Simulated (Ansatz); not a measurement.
## From HSE06 to G0W0: SiO2 (P4_32_12)

Aim: the quasiparticle gap of SiO2 (P4_32_12), starting from HSE06.

Main program and level: Ansatz 0.2.0; HSE06, then G0W0 on it, plane waves, PAW.

## Step 1: The structure

It takes space group P4_32_12 (No. 96, tetragonal). Conventional cell: a = 4.933 Å, b = 4.933 Å, c = 6.465 Å, α = 90.00°, β = 90.00°, γ = 90.00°. Nearest to Si lie 4 O at 1.62 Å. Nearest to O lie 2 Si at 1.62 Å. Farther neighbours and most contacts between anions are not listed.

Coordinates:

```cif
data_structure
_symmetry_space_group_name_H-M 'P 1'
_symmetry_Int_Tables_number 1
_cell_length_a 4.9329
_cell_length_b 4.9329
_cell_length_c 6.4645
_cell_angle_alpha 90.000
_cell_angle_beta 90.000
_cell_angle_gamma 90.000
_cell_volume 157.30
loop_
_atom_site_label
_atom_site_type_symbol
_atom_site_fract_x
_atom_site_fract_y
_atom_site_fract_z
_atom_site_occupancy
Si1 Si 0.81771 0.81771 0.50000 1
Si2 Si 0.68229 0.31771 0.25000 1
Si3 Si 0.18230 0.18230 0.00000 1
Si4 Si 0.31771 0.68229 0.75000 1
O5 O 0.26834 0.36457 0.80193 1
O6 O 0.13543 0.76834 0.55193 1
O7 O 0.73166 0.63543 0.30193 1
O8 O 0.86457 0.23166 0.05193 1
O9 O 0.76834 0.13543 0.44807 1
O10 O 0.63543 0.73166 0.69807 1
O11 O 0.23166 0.86457 0.94807 1
O12 O 0.36457 0.26834 0.19807 1
```

The cell and positions come from the Crystallography Open Database and are kept as given unless a step says otherwise.

The logs state that the PAW files were generated under PBE.

## Step 2: The starting point: HSE06

HSE06 mixes in a quarter of exact exchange at short range.

This step: DFT, HSE06, plane waves, PAW; PAW set soft_1.

input.yaml

```yaml
crystal:
  lattice:
    - [4.9329, 0.0, 0.0]
    - [0.0, 4.9329, 0.0]
    - [0.0, 0.0, 6.4645]
  atoms:
    - { symbol: Si, position: [0.817705, 0.817705, 0.5] }
    - { symbol: Si, position: [0.682295, 0.317705, 0.25] }
    - { symbol: Si, position: [0.182295, 0.182295, 0.0] }
    - { symbol: Si, position: [0.317705, 0.682295, 0.75] }
    - { symbol: O, position: [0.26834, 0.36457, 0.80193] }
    - { symbol: O, position: [0.13543, 0.76834, 0.55193] }
    - { symbol: O, position: [0.73166, 0.63543, 0.30193] }
    - { symbol: O, position: [0.86457, 0.23166, 0.05193] }
    - { symbol: O, position: [0.76834, 0.13543, 0.44807] }
    - { symbol: O, position: [0.63543, 0.73166, 0.69807] }
    - { symbol: O, position: [0.23166, 0.86457, 0.94807] }
    - { symbol: O, position: [0.36457, 0.26834, 0.19807] }
kpoints:
  mp_grid: { grid: [4, 4, 2] }
  band_path:
    path:
      - [0.0, 0.0, 0.0]
      - [0.0, 0.5, 0.0]
      - [0.5, 0.5, 0.0]
      - [0.0, 0.0, 0.5]
      - [0.0, 0.5, 0.5]
      - [0.5, 0.5, 0.5]
    npoints: 1
hamiltonian:
  xc: hse06
  pseudopotentials: { kind: paw, azcp: { folder: soft_1 } }
scf:
  occupations: { method: fixed }
  n_extra_bands: 8
output:
  eigenvalues: true
```

On the command line:

```
$ ansatz run input.yaml --threads 3 --pin off --max-ram 92160MiB --backend cuda --events-out ev --progress --plain --runs-dir out --devices 1 --max-vram 13GiB
```

Numbers of over 12 decimals in the logs are rounded to 6 here.

Output:

```text
scf.n_extra_bands = 8 over 32 filled bands (N_el = 64.0): the run solves 40 bands
GPUs: using 1 of 1 available (devices: 1).
Engine: ansatz 0.2.0, x86_64-unknown-linux-gnu
Pseudopotentials: kind: paw
Pseudopotential: Si, paw, valence charge 4, recommended cutoff 420 eV (normal), soft_1/Si.paw.azcp
Pseudopotential: O, paw, valence charge 6, recommended cutoff 420 eV (normal), soft_1/O.paw.azcp
Functional definition: HSE06
  parameter a = 0.25
  parameter omega = 0.11/bohr
  exchange = pbe_x - a*pbe_x_sr(omega) + a*exact_x_sr(omega)
  correlation = pbe_c
davidson cushion auto → on  (no smearing: the cushion is to keep the highest requested band from converging to the state above it; pin scf.eigensolver.cushion to override)
device memory: the entry about to start is reckoned to put 2.2 GiB on a device that reports 53.3 GiB free (of which the cap on the GPU budget leaves the run 13.0 GiB)
GPU FFT provider: cuFFT
GPU libraries: cuBLAS 13.8.2, cuFFT 12.4.0, cuSOLVER 12.3.4
Crystal: 12 atoms, lattice volume = 157.304 Å³
Basis set: ecut = 420 eV, 3097 PW (Γ)
Bands: 40, of which v1, the nominal top of the filled ones, is band 32 counted from 1 (31 counted from 0)
Symmetry: 8 space group operations
Space group: P43212 (ITA 96), of the structure as read, at distance tolerance 5.4e-5 Å
k-points: 12 of 32
Non-local potential: Si, projectors of the file, l = 0: 2, l = 1: 2, l = 2: 1
Non-local potential: O, projectors of the file, l = 0: 2, l = 1: 2, l = 2: 1
PAW form: soft (Blöchl's): semilocal exchange-correlation on the pseudo side does not see the compensation charge
PAW frozen core: Si, regenerated for the run's functional, and the local potential with it (the file was generated under x = pbe(κ = 0.804, μ = 0.219515), c = pbe(β = 0.066725))
PAW frozen core: O, regenerated for the run's functional, and the local potential with it (the file was generated under x = pbe(κ = 0.804, μ = 0.219515), c = pbe(β = 0.066725))
PAW one-centre angular grid: Si, 110 points (default); XC on 64 Gauss nodes
PAW one-centre angular grid: O, 110 points (default); XC on 96 Gauss nodes
Initial density: superposition of atomic densities (chi_scale 0.1, normalization cell, long waves kept (reshape's long-wave potential 0.01 eV rms))
Initial wavefunctions: pseudopotential atomic-orbital guess
GPU buffer pool allocated for 58320 grid points (all kernels)
GPU transforms: local potential and band sums: pruned to the plane-wave sphere, on 36×36×45
Functional: x = pbe(κ = 0.804, μ = 0.219515), c = pbe(β = 0.066725), warm-up for x = pbe(κ = 0.804, μ = 0.219515) + 0.25 (exact − pbe) at short range (hse, ω = 0.207870 Å⁻¹), c = pbe(β = 0.066725); HSE06 as pw.x's `hse` composes it (authors' and Libxc's form: `xc: wpbeh`)
SCF iter   1: F=—  HF=-7102.592505 eV  |F-HF|=—  |Δ(HF+E_count)|=         —  Δρ=1.31e-1  dr2=2.40e1  ethr=1.00e-1  ⟨swp⟩=4.5  Hψ=1768  notcnv=0
preconditioner: auto → none  [insulator: Δε(μ)=7.101 eV  Ē_g=17.387 eV  n_scr=36 (ndim 8)  ℏωp=23.7 eV  f_vac=0.038]
SCF iter   2: F=—  HF=-7096.861092 eV  |F-HF|=—  |Δ(HF+E_count)|=    5.73e0  Δρ=6.76e-2  dr2=3.04e0  ethr=3.74e-2  ⟨swp⟩=3.9  Hψ=1465  notcnv=0  defer=2
SCF iter   3: F=—  HF=-7096.120937 eV  |F-HF|=—  |Δ(HF+E_count)|=   7.40e-1  Δρ=2.16e-2  dr2=3.10e-1  ethr=4.76e-3  ⟨swp⟩=3.0  Hψ=1344  notcnv=0
iter 4 solved again at ethr=2.00e-5 eV; its pass at ethr=4.85e-4 eV (dr2=1.28e-2 eV) is discarded
SCF iter   4: F=—  HF=-7096.176464 eV  |F-HF|=—  |Δ(HF+E_count)|=   5.55e-2  Δρ=3.08e-3  dr2=1.49e-2  ethr=2.00e-5  ⟨swp⟩=4.4  Hψ=2653  notcnv=0
eigensolver tolerance schedule calibrated: the retry pair's looser diagonalisation under-reported the residual by θ = 0.14 (0.10/decade); ethr = c·dr2/N_el runs at the constant in force after the calibration composes with the one it found (an armed cap, an earlier calibration), c = 9.5e-2
SCF iter   5: F=-7096.170138 eV  HF=-7096.171607 eV  |F-HF|=1.47e-3  |Δ(HF+E_count)|=   4.86e-3  Δρ=1.22e-3  dr2=2.22e-3  ethr=2.00e-5  ⟨swp⟩=3.0  Hψ=1116  notcnv=0
SCF 1 stopped early in 5 iterations: F = -7096.170138 eV  dr2 = 2.22e-3
  greatest PAW one-centre occupation: 0.861 electrons in one spin orbital (limit 2), on the O atom at site 11 (counted from 0), in its partial waves of l = 0
device memory: the entry about to start is reckoned to put 2.6 GiB on a device that reports 52.0 GiB free (of which the cap on the GPU budget leaves the run 13.0 GiB)
GPU FFT provider: cuFFT
GPU libraries: cuBLAS 13.8.2, cuFFT 12.4.0, cuSOLVER 12.3.4
Initial density: handed on by an earlier stage of this run
Initial wavefunctions: those handed on with the density
GPU buffer pool allocated for 58320 grid points (all kernels)
GPU transforms: local potential and band sums: pruned to the plane-wave sphere, on 36×36×45
Functional: x = pbe(κ = 0.804, μ = 0.219515) + 0.25 (exact − pbe) at short range (hse, ω = 0.207870 Å⁻¹), c = pbe(β = 0.066725); HSE06 as pw.x's `hse` composes it (authors' and Libxc's form: `xc: wpbeh`)
Exchange kernel: α = 0.2500, screened, ω = 0.2079 Å⁻¹, Wigner–Seitz truncation, v(0) = 1029.6192 eV·Å³, q-mesh 4×4×2, nearest image of the exchange supercell L = 12.93 Å, pair-density grid 24×24×32, without the augmentation charges, whose exchange is taken in its separable form by FFT convolution over the k-point mesh (sized by the pseudopotential files, 36×36×45 at the most), smooth part of the exact exchange by density-matrix convolution in up to 2.38 GiB of GPU memory as planned if the GPU has room (build and FFT work areas not counted)
Frozen-core exchange: fock
SCF iter   1: F=—  HF=-7097.536509 eV  |F-HF|=—  |Δ(HF+E_count)|=         —  Δρ=7.04e-3  dr2=6.97e-2  ethr=3.48e-5  ⟨swp⟩=7.4  Hψ=2255  notcnv=0
preconditioner: auto → none  [insulator: Δε(μ)=7.555 eV  Ē_g=18.661 eV  n_scr=36 (ndim 8)  ℏωp=23.7 eV  f_vac=0.153]
SCF iter   2: F=—  HF=-7097.514330 eV  |F-HF|=—  |Δ(HF+E_count)|=   2.22e-2  Δρ=2.53e-3  dr2=1.23e-2  ethr=3.48e-5  ⟨swp⟩=3.0  Hψ=1220  notcnv=0
SCF iter   3: F=—  HF=-7097.529991 eV  |F-HF|=—  |Δ(HF+E_count)|=   1.57e-2  Δρ=9.60e-4  dr2=9.06e-4  ethr=1.55e-5  ⟨swp⟩=4.2  Hψ=1601  notcnv=0
SCF iter   4: F=—  HF=-7097.529871 eV  |F-HF|=—  |Δ(HF+E_count)|=   1.20e-4  Δρ=2.18e-4  dr2=8.61e-5  ethr=1.17e-6  ⟨swp⟩=2.9  Hψ=1135  notcnv=0
SCF iter   5: F=—  HF=-7097.530253 eV  |F-HF|=—  |Δ(HF+E_count)|=   3.82e-4  Δρ=2.25e-4  dr2=5.59e-5  ethr=8.65e-8  ⟨swp⟩=5.2  Hψ=1834  notcnv=0
SCF iter   6: F=-7097.530231 eV  HF=-7097.530231 eV  |F-HF|=4.49e-7  |Δ(HF+E_count)|=   2.12e-5  Δρ=2.09e-5  dr2=1.22e-6  ethr=8.27e-8  ⟨swp⟩=3.3  Hψ=1427  notcnv=0
SCF 2 stopped early in 6 iterations: F = -7097.530231 eV  dr2 = 1.22e-6
  greatest PAW one-centre occupation: 0.864 electrons in one spin orbital (limit 2), on the O atom at site 10 (counted from 0), in its partial waves of l = 0
hybrid outer 1: dexx = +2.286e-2 eV, tail = 3.95e-5 eV
GPU FFT provider: cuFFT
GPU libraries: cuBLAS 13.8.2, cuFFT 12.4.0, cuSOLVER 12.3.4
GPU buffer pool allocated for 58320 grid points (all kernels)
GPU transforms: local potential and band sums: pruned to the plane-wave sphere, on 36×36×45
Exchange kernel: α = 0.2500, screened, ω = 0.2079 Å⁻¹, Wigner–Seitz truncation, v(0) = 1029.6192 eV·Å³, q-mesh 4×4×2, nearest image of the exchange supercell L = 12.93 Å, pair-density grid 24×24×32, without the augmentation charges, whose exchange is taken in its separable form by FFT convolution over the k-point mesh (sized by the pseudopotential files, 36×36×45 at the most), smooth part of the exact exchange by density-matrix convolution in up to 2.38 GiB of GPU memory as planned if the GPU has room (build and FFT work areas not counted)
Frozen-core exchange: fock
SCF iter   1: F=—  HF=-7097.530420 eV  |F-HF|=—  |Δ(HF+E_count)|=         —  Δρ=4.89e-5  dr2=1.15e-6  ethr=3.09e-7  ⟨swp⟩=3.9  Hψ=1175  notcnv=0
preconditioner: auto → none  [insulator: Δε(μ)=7.550 eV  Ē_g=18.642 eV  n_scr=36 (ndim 8)  ℏωp=23.7 eV  f_vac=0.162]
SCF iter   2: F=—  HF=-7097.530421 eV  |F-HF|=—  |Δ(HF+E_count)|=   1.34e-6  Δρ=1.63e-5  dr2=2.98e-7  ethr=1.68e-9  ⟨swp⟩=5.4  Hψ=1987  notcnv=0
iter 3 solved again at ethr=2.36e-11 eV; its pass at ethr=3.43e-10 eV (dr2=1.51e-8 eV) is discarded
SCF iter   3: F=-7097.530421 eV  HF=-7097.530421 eV  |F-HF|=1.43e-8  |Δ(HF+E_count)|=   1.28e-8  Δρ=5.13e-6  dr2=3.04e-8  ethr=2.36e-11  ⟨swp⟩=2.8  Hψ=2618  notcnv=0
SCF 3 converged in 3 iterations: F = -7097.530421 eV  dr2 = 3.04e-8
  greatest PAW one-centre occupation: 0.865 electrons in one spin orbital (limit 2), on the O atom at site 11 (counted from 0), in its partial waves of l = 0
hybrid outer 2: dexx = +3.409e-7 eV, tail = 7.76e-8 eV, Δε = 7.62e-4 eV (about 4.13e-5 eV left of the loop's levels)
device memory: the entry about to start is reckoned to put 0.8 GiB on a device that reports 53.9 GiB free (of which the cap on the GPU budget leaves the run 13.0 GiB)
NSCF: frozen V_eff on 6 k-points
hybrid SCF converged: 2 outer / 9 inner (+5 warm-up), last move |dexx| = 3.41e-7 eV, tail = 7.76e-8 eV
Stability not checked: this state was not tested for a lower state beside it, because the functional holds exact exchange (a hybrid, or Hartree-Fock), whose exchange loop this test does not read (fock_operator; see scf.lower_state_search)
Free energy (F): -7097.530421 eV
Frozen-core exchange: fock
Harris-Foulkes:  -7097.530421 eV  (|F-HF|=1.43e-8)
Internal energy: -7097.530421 eV  (E = F + TS)
E sigma→0 (E₀):  -7097.530421 eV
Fermi energy:    0.864226 eV
--- Per-component energies (eV) ---
  E_band       = -417.160183
  E_kinetic    = 1564.134367
  E_local      = -4056.655787  (includes V_loc(G=0)·N_el)
  E_nonlocal   = 494.927830
  E_hartree    = 1498.628404
  E_xc         = -647.561959
  E_vxc        = -742.751795  (∫ρ·V_xc dr)
  E_exx        = -184.106348  (= α·E_x^exact, valence–valence)
  E_paw        = -3332.141255  (= ΣΔE_a)
  E_vpaw       = -305.873859  (= ΣTr[D̂ρ^β])
  E_aug_tail   = 0.006616  (compensation charges beyond the density's cutoff)
  E_ewald      = -2434.312545
  E_core_change = -0.449744  (= ΣΔE_core)
  E_smearing   = -0.000000  (= −TS)
  E_closure    = -0.000000  (closes the sum)
  Σ components = -7097.530421   (vs F -7097.530421, Δ=0.00e0)
--- Band table (eV; the first three rows and the last of 12) ---
  k-point 0: bands = [... 28 lower, -0.0035, 0.3697, 0.3697, 0.8642, 8.4137, 11.6190, 11.6190, 12.2870, ... 4 higher]
  k-point 1: bands = [... 28 lower, 0.1117, 0.1117, 0.4264, 0.4264, 9.8778, 9.8778, 12.0404, 12.0404, ... 4 higher]
  k-point 2: bands = [... 28 lower, -0.1169, 0.2797, 0.3020, 0.6915, 9.1226, 11.7620, 11.7721, 12.0475, ... 4 higher]
  k-point 11: bands = [... 28 lower, 0.3408, 0.3408, 0.3408, 0.3408, 11.9376, 11.9376, 11.9376, 11.9376, ... 4 higher]
```

Wall time 29 s (1 × NVIDIA H100 80GB HBM3 (shared by 6 runs) with 3 threads of AMD EPYC 7R13 (Zen 3), shared host); peak memory 1.3 GiB; 37 s of CPU time.

The column dr2 measures how far the density is from self-consistency, as an energy; F and HF (Harris–Foulkes) agree once it is small.

Numbers from this step:

* gap: 7.550 eV
* valence top at: Γ
* conduction bottom at: Γ
* least direct gap: 7.550 eV
* exact-exchange fraction: 0.25

Over mesh and listed points the gap is 7.550 eV, direct, at k = Γ.

[end of part 1 of 2]

[Paths, hosts, dates, memory and timing lines, banners, echoed tables and standing remarks are left out of the program output.]

[Logs are printed without paths, hosts, clocks, repeated set-up lines and the standing remarks that a program may print on its own settings, such as how far it seeks lower states.]

[Runs of the session that timed out or met a known fault of the program may be left out.]

[Cells called generated may have been cut or substituted from an entry of the Crystallography Open Database or the Materials Project.]

[Hosts, paths, dates, database ids (printed as entryN), source tags and the programs' standing remarks are cut or masked in the printed files.]

[Where an RPA ε∞ is given, it is that of the G0W0 mesh and is not shown converged in it. Names of k-points follow the symmetry that the program found, which can be lower than the space group named. Band edges on a path are those of the sampled points; other points can move an edge, and change direct to indirect where valleys lie close.]

[Hybrid gaps are those of their k-mesh and are not shown converged in it.]
